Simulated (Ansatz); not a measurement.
**BaC2 (I4/mmm): following an unstable mode**

Aim: this structure of BaC2 (I4/mmm) is to be tested for unstable modes, and one is followed downhill.

Main program and level: Ansatz 0.2.0; DFT PBEsol, scalar-relativistic, plane waves, PAW.

## Step 1: The starting structure

It takes space group I4/mmm (No. 139, tetragonal). Conventional cell: a = 4.314 Å, b = 4.314 Å, c = 7.170 Å, α = 90.00°, β = 90.00°, γ = 90.00°. Ba has 10 C at 2.95 to 3.11 Å nearest. Nearest to C lie 1 C at 1.26 Å and 5 Ba at 2.95 to 3.11 Å. Farther neighbours are not listed.

## Step 2: Response at finite wavevector

The cell comes from relaxations at this level that are not shown. Stability and thermal properties need the whole zone. Linear response on a 4×4×4 q mesh gives force constants as far as a supercell of that size would, and the tensors from the zone-centre run are typed in so that the long-range dipole term is interpolated apart.

The input, input.yaml:

```yaml
crystal:
  lattice:
    - [-2.156814665, 2.156814665, 3.5849101588]
    - [2.156814665, -2.156814665, 3.5849101588]
    - [2.156814665, 2.156814665, -3.5849101588]
  atoms:
    - { symbol: Ba, position: [0.0, 0.0, 0.0] }
    - { symbol: C, position: [0.5879851561, 0.5879851561, 0.0] }
    - { symbol: C, position: [0.4120148439, 0.4120148439, 0.0] }
kpoints:
  mp_grid: { grid: [8, 8, 8] }
hamiltonian:
  xc: pbesol
scf:
  occupations: { method: fixed }
output:
  eigenvalues: true
phonons:
  method: dfpt
  qmesh: [4, 4, 4]
  temperatures: { t_max: 1000, t_step: 50 }
  qpath:
    path:
      - [[0.0, 0.0, 0.0], [0.0, 0.0, 0.5], [0.25, 0.25, 0.25], [0.0, 0.5, 0.0], [0.0, 0.0, 0.0], [0.5, 0.5, -0.5], [0.34049178, 0.65950822, -0.34049178]]
      - [[-0.34049178, 0.34049178, 0.34049178], [0.0, 0.0, 0.0]]
      - [[0.0, 0.0, 0.5], [-0.18098355, 0.18098355, 0.5]]
      - [[0.5, 0.5, -0.18098355], [0.5, 0.5, -0.5]]
    npoints: 10
  non_analytic_term:
    high_frequency_dielectric_tensor: [[3.429, 0.0, 0.0], [0.0, 3.429, 0.0], [0.0, 0.0, 3.9764]]
    born_effective_charges:
      - { species: Ba, tensor: [[2.5549, 0.0, 0.0], [0.0, 2.5549, 0.0], [0.0, 0.0, 2.467]] }
      - { species: C, tensor: [[-1.2775, 0.0, 0.0], [0.0, -1.2775, 0.0], [0.0, 0.0, -1.2335]] }
      - { species: C, tensor: [[-1.2775, 0.0, 0.0], [0.0, -1.2775, 0.0], [0.0, 0.0, -1.2335]] }
    source: "zone-centre run at this cell"
```

On the command line:

```bash
$ ansatz run input.yaml --threads 4 --pin off --max-ram 7168MiB --backend cpu --events-out ev --progress --plain --runs-dir out
```

Numbers of over 12 decimals in the logs are rounded to 6 here.

What it wrote:

```text
Warning: phonons: the dynamical matrix that this run interpolates holds no multipole term above the dipole-dipole one, and a site of this crystal is no centre of inversion, so its interpolated transverse optical and acoustic branches and sound speeds can stay off near Gamma, and the density of states and the thermodynamics with them. What a run solves at a wave vector of phonons.qpoints, Gamma apart, where the deck admits one, is free of this, and under fd what a larger phonons.supercell samples
Engine: ansatz 0.2.0, aarch64-unknown-linux-gnu
Pseudopotentials: kind: paw
Pseudopotential: Ba, paw, valence charge 10, recommended cutoff 420 eV (normal), Ba.paw.azcp
Pseudopotential: C, paw, valence charge 4, recommended cutoff 420 eV (normal), C.paw.azcp
Functional definition: PBEsol
  exchange = pbesol_x
  correlation = pbesol_c
Crystal: 3 atoms, lattice volume = 66.706 Å³
Basis set: ecut = 420 eV, 1275 PW (Γ), exchange–correlation on 64×64×64 points (8 copies of the dense FFT grid, shifted against one another)
Bands: 13, of which v1, the nominal top of the filled ones, is band 9 counted from 1 (8 counted from 0)
Symmetry: 16 space group operations
k-points: 59 of 512
Non-local potential: Ba, projectors of the file, l = 0: 3, l = 1: 2, l = 2: 2, l = 3: 2
Non-local potential: C, projectors of the file, l = 0: 2, l = 1: 2, l = 2: 1
PAW form: soft (Blöchl's): semilocal exchange-correlation on the pseudo side does not see the compensation charge
PAW frozen core: Ba, regenerated for the run's functional, and the local potential with it (the file was generated under x = pbe(κ = 0.804, μ = 0.219515), c = pbe(β = 0.066725))
PAW frozen core: C, regenerated for the run's functional, and the local potential with it (the file was generated under x = pbe(κ = 0.804, μ = 0.219515), c = pbe(β = 0.066725))
PAW one-centre angular grid: Ba, 194 points (default); XC on 64 Gauss nodes
PAW one-centre angular grid: C, 110 points (default); XC on 64 Gauss nodes
Initial density: superposition of atomic densities (neutral atoms: chi_scale 0, normalization atom), corrected by the library's trained network
Initial wavefunctions: pseudopotential atomic-orbital guess
Functional: x = pbesol(κ = 0.804, μ = 0.123457), c = pbesol(β = 0.046)
SCF iter   1: F=—  HF=-6355.510512 eV  |F-HF|=—  |Δ(HF+E_count)|=         —  Δρ=4.20e-3  dr2=1.42e-2  ethr=1.77e-3  ⟨swp⟩=4.5  Hψ=4375  notcnv=0  defer=97
preconditioner: auto → none  [insulator: Δε(μ)=1.294 eV  Ē_g=11.524 eV  n_scr=14 (ndim 8)  ℏωp=18.2 eV  f_vac=0.001  ε∞_Penn≈3.5]
SCF iter   2: F=—  HF=-6355.507623 eV  |F-HF|=—  |Δ(HF+E_count)|=   2.89e-3  Δρ=1.44e-3  dr2=9.18e-4  ethr=7.88e-5  ⟨swp⟩=2.5  Hψ=1624  notcnv=0  defer=116
SCF iter   3: F=—  HF=-6355.507785 eV  |F-HF|=—  |Δ(HF+E_count)|=   1.62e-4  Δρ=7.25e-4  dr2=1.93e-4  ethr=5.10e-6  ⟨swp⟩=2.4  Hψ=1165  notcnv=0  defer=116
SCF iter   4: F=—  HF=-6355.507936 eV  |F-HF|=—  |Δ(HF+E_count)|=   1.52e-4  Δρ=2.33e-4  dr2=1.74e-5  ethr=1.07e-6  ⟨swp⟩=2.2  Hψ=1019  notcnv=0  defer=114
SCF iter   5: F=—  HF=-6355.507957 eV  |F-HF|=—  |Δ(HF+E_count)|=   2.09e-5  Δρ=4.73e-5  dr2=7.95e-7  ethr=9.69e-8  ⟨swp⟩=2.6  Hψ=1268  notcnv=0  defer=46
SCF iter   6: F=—  HF=-6355.507959 eV  |F-HF|=—  |Δ(HF+E_count)|=   1.80e-6  Δρ=9.43e-6  dr2=4.69e-8  ethr=4.42e-9  ⟨swp⟩=2.6  Hψ=1190  notcnv=0  defer=7
SCF iter   7: F=—  HF=-6355.507959 eV  |F-HF|=—  |Δ(HF+E_count)|=   7.62e-9  Δρ=1.00e-6  dr2=4.84e-10  ethr=2.61e-10  ⟨swp⟩=2.1  Hψ=1018  notcnv=0  defer=7
SCF iter   8: F=—  HF=-6355.507959 eV  |F-HF|=—  |Δ(HF+E_count)|=  3.91e-11  Δρ=1.48e-7  dr2=1.56e-11  ethr=2.69e-12  ⟨swp⟩=2.1  Hψ=1232  notcnv=0  defer=7
SCF iter   9: F=-6355.507959 eV  HF=-6355.507959 eV  |F-HF|=5.46e-12  |Δ(HF+E_count)|=  3.64e-12  Δρ=1.88e-8  dr2=3.04e-13  ethr=1.00e-12  ⟨swp⟩=8.8  Hψ=5589  notcnv=0
SCF 1 converged in 9 iterations: F = -6355.507959 eV  dr2 = 3.04e-13
  greatest PAW one-centre occupation: 0.955 electrons in one spin orbital (limit 2), on the Ba atom at site 0 (counted from 0), in its partial waves of l = 0
NSCF: frozen V_eff on 59 k-points
NSCF: frozen V_eff on 95 k-points
DFPT response loops at q = (0, 0, 0) (fractional): preconditioner auto → none (the input reference at scf.mixing.eps_inf says where Resta's filter doesn't serve); β = 0.50; Broyden in place of MSR1
NSCF: frozen V_eff on 576 k-points
DFPT response loops at q = (0, 0, 0.25) (fractional): mixed as the last ones told, above
NSCF: frozen V_eff on 300 k-points
DFPT response loops at q = (0, 0, -0.5) (fractional): preconditioner auto → Resta (q_TF=auto, 2.193 Å⁻¹)  ε∞=6.6 (no band partly filled); β = 1.00, the filter's whole step (`scf.mixing.beta` (0.50) is not read by the response loops at its default; to damp them type it under 1.00, their step now; it binds the ground state too); Broyden in place of MSR1
NSCF: frozen V_eff on 576 k-points
DFPT response loops at q = (0, 0.25, 0) (fractional): mixed as the last ones told, above
NSCF: frozen V_eff on 1024 k-points
DFPT response loops at q = (0, 0.25, 0.25) (fractional): mixed as the last ones told, above
NSCF: frozen V_eff on 300 k-points
DFPT response loops at q = (0, -0.5, 0) (fractional): mixed as the last ones told, above
NSCF: frozen V_eff on 1024 k-points
DFPT response loops at q = (0, -0.5, 0.25) (fractional): mixed as the last ones told, above
NSCF: frozen V_eff on 280 k-points
DFPT response loops at q = (0.25, 0.25, 0.25) (fractional): mixed as the last ones told, above
NSCF: frozen V_eff on 328 k-points
DFPT response loops at q = (0.25, 0.25, -0.25) (fractional): mixed as the last ones told, above
NSCF: frozen V_eff on 576 k-points
DFPT response loops at q = (0.25, -0.5, -0.5) (fractional): mixed as the last ones told, above
NSCF: frozen V_eff on 328 k-points
DFPT response loops at q = (0.25, -0.25, 0.25) (fractional): mixed as the last ones told, above
NSCF: frozen V_eff on 576 k-points
DFPT response loops at q = (0.25, -0.25, -0.5) (fractional): mixed as the last ones told, above
NSCF: frozen V_eff on 190 k-points
DFPT response loops at q = (-0.5, -0.5, -0.5) (fractional): mixed as the last ones told, above
SCF converged after 9 iterations
Free energy (F): -6355.507959 eV
Harris-Foulkes:  -6355.507959 eV  (|F-HF|=5.46e-12)
Internal energy: -6355.507959 eV  (E = F + TS)
E sigma→0 (E₀):  -6355.507959 eV
Fermi energy:    5.034914 eV
--- Per-component energies (eV) ---
  E_band       = -64.080570
  E_kinetic    = 340.455759
  E_local      = -561.519180  (includes V_loc(G=0)·N_el)
  E_nonlocal   = 114.426651
  E_hartree    = 171.637893
  E_xc         = -260.250169
  E_vxc        = -251.378601  (∫ρ·V_xc dr)
  E_paw        = -5330.228249  (= ΣΔE_a)
  E_vpaw       = -49.340996  (= ΣTr[D̂ρ^β])
  E_aug_tail   = 0.000012  (compensation charges beyond the density's cutoff)
  E_ewald      = -830.224310
  E_core_change = 0.193634  (= ΣΔE_core)
  E_smearing   = -0.000000  (= −TS)
  E_closure    = 0.000000  (closes the sum)
  Σ components = -6355.507959   (vs F -6355.507959, Δ=0.00e0)
--- Band table (eV; the first three rows and the last of 59) ---
  k-point 0: bands = [... 5 lower, 2.4783, 3.2401, 4.1396, 4.1396, 8.2061, 8.2061, 8.8140, 9.9663]
  k-point 1: bands = [... 5 lower, 2.4158, 3.1588, 3.8747, 4.1028, 7.8130, 8.7431, 9.3337, 10.4286]
  k-point 2: bands = [... 5 lower, 2.3400, 3.0214, 3.9129, 4.0790, 7.1145, 10.1144, 10.6689, 11.0176]
  k-point 58: bands = [... 5 lower, 2.1287, 4.0141, 4.0141, 4.7919, 7.7002, 11.2734, 11.4867, 11.4867]
--- Phonons (Γ-DFPT): 4 representative perturbations + reference (Σ response iterations 12) ---
  ASR residual: 1.193e-5 → 0.000e0 eV/Å²; symmetrization residual: 1.009e-6 eV/Å²
  ASR residual per site (eV/Å²): 1.19e-5 7.64e-6 7.64e-6
  Γ frequencies (cm⁻¹): 0.00 0.00 0.00 151.39 151.39 157.96 157.96 186.08 1852.38
--- Phonons (arbitrary-q DFPT): 13 irreducible q on the 4×4×4 mesh ---
  q = [0.0000, 0.0000, 0.0000] (star 1, of the zone-centre solve; hermiticity 2.64e-8, symmetrization 5.26e-16): -0.00 0.00 0.00 151.39 151.39 157.96 157.96 186.08 1852.38
  q = [0.0000, 0.0000, 0.2500] (star 4, 4 solved perturbations in 904 linear systems a pass and spin channel, the states on 288 of 512 k-point pairs; hermiticity 2.72e-6, symmetrization 1.36e-6): -70.07 52.51 80.29 96.96 165.01 182.12 189.97 269.79 1853.26
  q = [0.0000, 0.0000, -0.5000] (star 2, 4 solved perturbations in 490 linear systems a pass and spin channel, the states on 150 of 512 k-point pairs; hermiticity 3.32e-6, symmetrization 1.89e-6): -147.10 48.15 72.13 98.31 165.83 190.11 208.60 221.76 1854.04
  q = [0.0000, 0.2500, 0.0000] (star 8, 6 solved perturbations on 288 of 512 k-point pairs; hermiticity 2.18e-8, symmetrization 7.39e-10): 33.69 41.60 67.48 87.49 142.92 185.46 192.96 294.28 1852.79
  q = [0.0000, 0.2500, 0.2500] (star 16, 6 solved perturbations on 512 of 512 k-point pairs: no pair is spared here; hermiticity 1.46e-8, symmetrization 4.44e-16): -114.12 67.56 74.65 97.58 145.56 197.62 210.02 249.63 1853.60
  q = [0.0000, -0.5000, 0.0000] (star 4, 6 solved perturbations on 150 of 512 k-point pairs; hermiticity 4.91e-6, symmetrization 1.95e-6): -66.76 -55.84 64.90 89.31 161.96 199.55 207.00 280.68 1853.15
  q = [0.0000, -0.5000, 0.2500] (star 8, 4 solved perturbations in 1600 linear systems a pass and spin channel, the states on 512 of 512 k-point pairs; hermiticity 1.75e-8, symmetrization 9.14e-10): -86.56 -60.52 79.48 80.79 126.96 203.79 206.91 269.01 1853.15
  q = [0.2500, 0.2500, 0.2500] (star 2, 4 solved perturbations in 454 linear systems a pass and spin channel, the states on 140 of 512 k-point pairs; hermiticity 2.29e-6, symmetrization 1.15e-6): -79.89 -79.89 90.41 98.53 98.53 220.48 220.48 230.42 1853.02
  q = [0.2500, 0.2500, -0.2500] (star 2, 4 solved perturbations in 528 linear systems a pass and spin channel, the states on 164 of 512 k-point pairs; hermiticity 2.53e-8, symmetrization 3.99e-10): -93.76 -93.76 51.65 51.65 106.53 189.60 189.60 263.28 1853.33
  q = [0.2500, -0.5000, -0.5000] (star 8, 6 solved perturbations on 288 of 512 k-point pairs; hermiticity 1.57e-8, symmetrization 3.09e-9): -96.68 -94.09 58.64 83.52 125.54 195.56 201.53 242.65 1854.63
  q = [0.2500, -0.2500, 0.2500] (star 4, 6 solved perturbations on 164 of 512 k-point pairs; hermiticity 4.24e-6, symmetrization 2.12e-6): -62.98 64.58 68.20 115.33 134.85 192.11 195.46 265.52 1854.23
  q = [0.2500, -0.2500, -0.5000] (star 4, 4 solved perturbations in 904 linear systems a pass and spin channel, the states on 288 of 512 k-point pairs; hermiticity 5.70e-6, symmetrization 2.70e-6): -133.49 12.86 79.89 90.96 144.03 196.49 208.96 214.68 1855.10
  q = [-0.5000, -0.5000, -0.5000] (star 1, 4 solved perturbations in 308 linear systems a pass and spin channel, the states on 95 of 512 k-point pairs; hermiticity 7.63e-6, symmetrization 3.87e-6): -116.82 -116.82 49.14 49.14 99.20 190.89 190.89 195.92 1856.10
  sum rule: each row above includes the acoustic sum rule's correction from the zone centre's row sums; it moved no ω² by more than (0.42 cm⁻¹)²
  mesh force constants: q→R imaginary residual 1.41e-19; ASR residual 1.193e-5 → 0.000e0 eV/Å²; symmetrization residual 2.665e-15 eV/Å²
  interpolated dispersion: 95 rows × 9 modes
  density of states and harmonic sums: on the 20×20×20 q-mesh, interpolated from the force constants of a 4×4×4 supercell (with the dipole–dipole term of supplied tensors)
  largest difference from the sums on the solved wave vectors: F 2.12e-2 eV, S 3.01e-5 and C_V 9.10e-6 eV/K
  zero-point energy: 0.175989 eV/cell   skipped modes (ω ≤ 0): 907, of them read as no rigid motion or as one in doubt: 904 (1.400e0 modes/cell left out, lowest -147.10 cm⁻¹)   left out of the sums: 1.56e-1 of the cell's modes: C_V's classical limit lies that fraction below 3 k_B per atom; for a crystal, a wire or a layer, F and S can be off by more, and a phonons.interpolated_qmesh denser along its periods is the remedy for the sampling
```

Run time: 4.1 min. Hardware: 4 threads of Arm Neoverse V2, shared host; peak memory 1.4 GiB.

The column dr2 measures how far the density is from self-consistency, as an energy; F and HF (Harris–Foulkes) agree once it is small.

This step gave:

```
gap on the k-mesh                                       : 1.372 eV
volume per atom                                         : 22.24 Å³
sum-rule residual before enforcement                    : 1.19e-5 eV/Å²
lowest frequency on the path                            : -147.1 cm⁻¹
point group                                             : 4/mmm
highest frequency on the path or at a solved wavevector : 1856 cm⁻¹
highest optical mode at the zone centre (no LO-TO term) : 1852 cm⁻¹
lowest optical zone-centre mode                         : 151.4 cm⁻¹
lowest mode on the q mesh (acoustic modes at Γ apart)   : -147.1 cm⁻¹
```

Frequencies (cm⁻¹) solved at each irreducible wavevector; negative means imaginary. Frequencies by wavevector, by row:

```
q in reciprocal lattice units  star  mode 1  mode 2  mode 3  mode 4  mode 5  mode 6  mode 7  mode 8  mode 9
                        0 0 0     1       0       0       0   151.4   151.4     158     158   186.1    1852
                     0 0 0.25     4   -70.1    52.5    80.3      97     165   182.1     190   269.8    1853
                     0 0 -0.5     2  -147.1    48.1    72.1    98.3   165.8   190.1   208.6   221.8    1854
                     0 0.25 0     8    33.7    41.6    67.5    87.5   142.9   185.5     193   294.3    1853
                  0 0.25 0.25    16  -114.1    67.6    74.7    97.6   145.6   197.6     210   249.6    1854
                     0 -0.5 0     4   -66.8   -55.8    64.9    89.3     162   199.6     207   280.7    1853
                  0 -0.5 0.25     8   -86.6   -60.5    79.5    80.8     127   203.8   206.9     269    1853
               0.25 0.25 0.25     2   -79.9   -79.9    90.4    98.5    98.5   220.5   220.5   230.4    1853
              0.25 0.25 -0.25     2   -93.8   -93.8    51.6    51.6   106.5   189.6   189.6   263.3    1853
               0.25 -0.5 -0.5     8   -96.7   -94.1    58.6    83.5   125.5   195.6   201.5   242.7    1855
              0.25 -0.25 0.25     4     -63    64.6    68.2   115.3   134.8   192.1   195.5   265.5    1854
              0.25 -0.25 -0.5     4  -133.5    12.9    79.9      91     144   196.5     209   214.7    1855
               -0.5 -0.5 -0.5     1  -116.8  -116.8    49.1    49.1    99.2   190.9   190.9   195.9    1856
```

Interpolated from a 4×4×4 q mesh, with the LO-TO term (at Γ the limit along the path; where Γ stands inside the path, tables give the limit on arrival). Phonon branches along the path, in cm⁻¹:

```
     point  branch 1  branch 2  branch 3  branch 4  branch 5  branch 6  branch 7  branch 8  branch 9
         Γ         0         0         0       151       151       158       186       306      1852
   halfway       -70        52        80        97       165       182       190       270      1853
         X      -147        48        72        98       166       190       209       222      1854
   halfway      -136        65        75        98       134       210       215       222      1854
         P       -80       -80        90        98        98       220       220       230      1853
   halfway       -69       -64        82        82       134       209       213       262      1853
         N       -67       -56        65        89       162       200       207       281      1853
   halfway        34        42        68        88       143       186       193       294      1853
         Γ         0         0         0       151       151       158       179       304      1852
   halfway       -94       -94        52        52       106       190       190       263      1853
         M      -117      -117        49        49        99       191       191       196      1856
   halfway      -107      -104        54        71       104       191       196       208      1856
         S       -87       -66        63       104       118       193       195       238      1855
jump to S0       -87       -66        63       104       118       193       195       238      1855
   halfway       -41        58        96       114       148       181       196       288      1853
         Γ         0         0         0       151       151       158       186       306      1852
 jump to X      -147        48        72        98       166       190       209       222      1854
   halfway      -145        48        81        96       181       188       202       221      1854
         R      -140        42        89        91       169       198       206       216      1855
jump to G′      -140        42        89        91       169       198       206       216      1855
   halfway      -124       -69        66        78       115       196       200       210      1856
         M      -117      -117        49        49        99       191       191       196      1856
```

The phonon branches as a text plot (rows in cm⁻¹; labels by their first letter):

```
   1814 |********************************************************
   1731 |
   1647 |
   1564 |
   1480 |
   1397 |
   1314 |
   1230 |
   1147 |
   1063 |
    980 |
    896 |
    813 |
    729 |
    646 |
    562 |
    479 |
    395 |
    312 |****             *************           ******
    228 |************************      **************************
    145 |************  *******************   *******************
     62 |************************** *****************************
    -22 |****        *   *******   ***          * ******    **
   -105 |    ****************         ************      *********
         Γ       X   P      N      Γ       M  S|S      Γ|XR|G   M
```

Symmetry leaves 13 wavevectors to solve. The lowest mode among them, the acoustic zeros apart, lies at q = (0, 0, -0.5) and is imaginary, 147.1i cm⁻¹, so the energy falls along it.

(Part 1 of 3 ends here.)

[Logs are printed without paths, hosts, clocks, repeated set-up lines and the standing remarks that a program may print on its own settings, such as how far it seeks lower states.]

[Hosts, paths, dates, database ids (printed as entryN), source tags and the programs' standing remarks are cut or masked in the printed files.]
